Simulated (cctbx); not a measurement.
# Symmetry from intensities

Cell: a = 9.0590 Å, b = 4.0320 Å, c = 14.6090 Å, α = 90.00°, β = 90.00°, γ = 90.00°. Expected content of the cell: Eu4 Te8 Zr4 Se4.

Simulated single-crystal data (cctbx): Cu Kα, λ = 1.54184 Å, to d = 0.83 Å, 95 % of the full sphere, strongest reflection 5000 counts, noise from counting, a 4 % proportional error and a noise floor of 2 counts (s.d.); no absorption.

A first pass over the reflections prints:

```text
3695 reflections to d = 0.830 A
centring   violations  <I/sigma> of those
    A       1059 of  1861      5.9
    B       1020 of  1829      5.7
    C        991 of  1850      5.6
    I       1057 of  1837      5.8
    R       1416 of  2456      5.9
    F       1535 of  2770      5.7
Laue class    unique    Rint  (classes that these axes allow; Friedel mates merged)
P -1             1934   0.054
P 1 2/m 1        1118   0.062
P 1 1 2/m        1017   0.063
P 2/m 1 1        1038   0.063
P m m m           619   0.067
space group    extra absences  I>4sigma  <I/sigma>
P 2 2 2                 0          0         -  acentric
P 2 2 21               18          0       0.1  acentric
P 21 2 2               10          0      -0.1  acentric
P 2 21 2                3          0       0.1  acentric
P 21 21 2              13          0      -0.1  acentric
P 2 21 21              21          0       0.1  acentric
P 21 2 21              28          0       0.0  acentric
P 21 21 21             31          0       0.0  acentric
P m m 2                 0          0         -  acentric
P 2 m m                 0          0         -  acentric
P m 2 m                 0          0         -  acentric
P 21 m a               73          0      -0.0  acentric
P m 2 a                73          0      -0.0  acentric
P n m 21              120          0      -0.0  acentric
P n 21 m              120          0      -0.0  acentric
P n 21 a              193          0      -0.0  acentric
P m m m                 0          0         -  centric
P m m a                73          0      -0.0  centric
P n m m :1            120          0      -0.0  centric
P n m m :2            120          0      -0.0  centric
P n m a               193          0      -0.0  centric
Wilson B = 2.36 A^2   <|E^2-1|> = 0.868 (0.968 centric, 0.736 acentric)   E^2>4: 3.6 %
shell (A)         n   <I/sigma>
14.61 - 1.66     97     16.5
 1.66 - 1.32     80     18.0
 1.32 - 1.15     82     14.8
 1.15 - 1.05     70     11.5
 1.05 - 0.97     78     12.6
 0.97 - 0.91     72     11.3
 0.91 - 0.87     77      9.6
 0.87 - 0.83     63      8.9
```

Q: Read the symmetry from these tables.

Every centring test has many violations, so the lattice is primitive.

Rint stays low (0.054 to 0.067) up to P m m m, the highest class in these axes.

21 settings pass the absence test. The most absences obeyed, 193, belong to P n 21 a and P n m a, which absences can't tell apart.

⟨|E²−1|⟩ = 0.868 lies between the two ideal values. The Wilson B of 2.36 Å² means U ≈ 0.0299 Å².

The true group is Pnma (no. 62), Laue class mmm, centrosymmetric. The tables only narrow the choice to the tied entries; cell content, site symmetry and trial solutions must settle it.

The model was made for the exercise: a known structure type with other elements put in, its volume estimated, not relaxed; displacement parameters are assumed.

[Logs are printed without paths, hosts, clocks, repeated set-up lines and the standing remarks that a program may print on its own settings, such as how far it seeks lower states.]
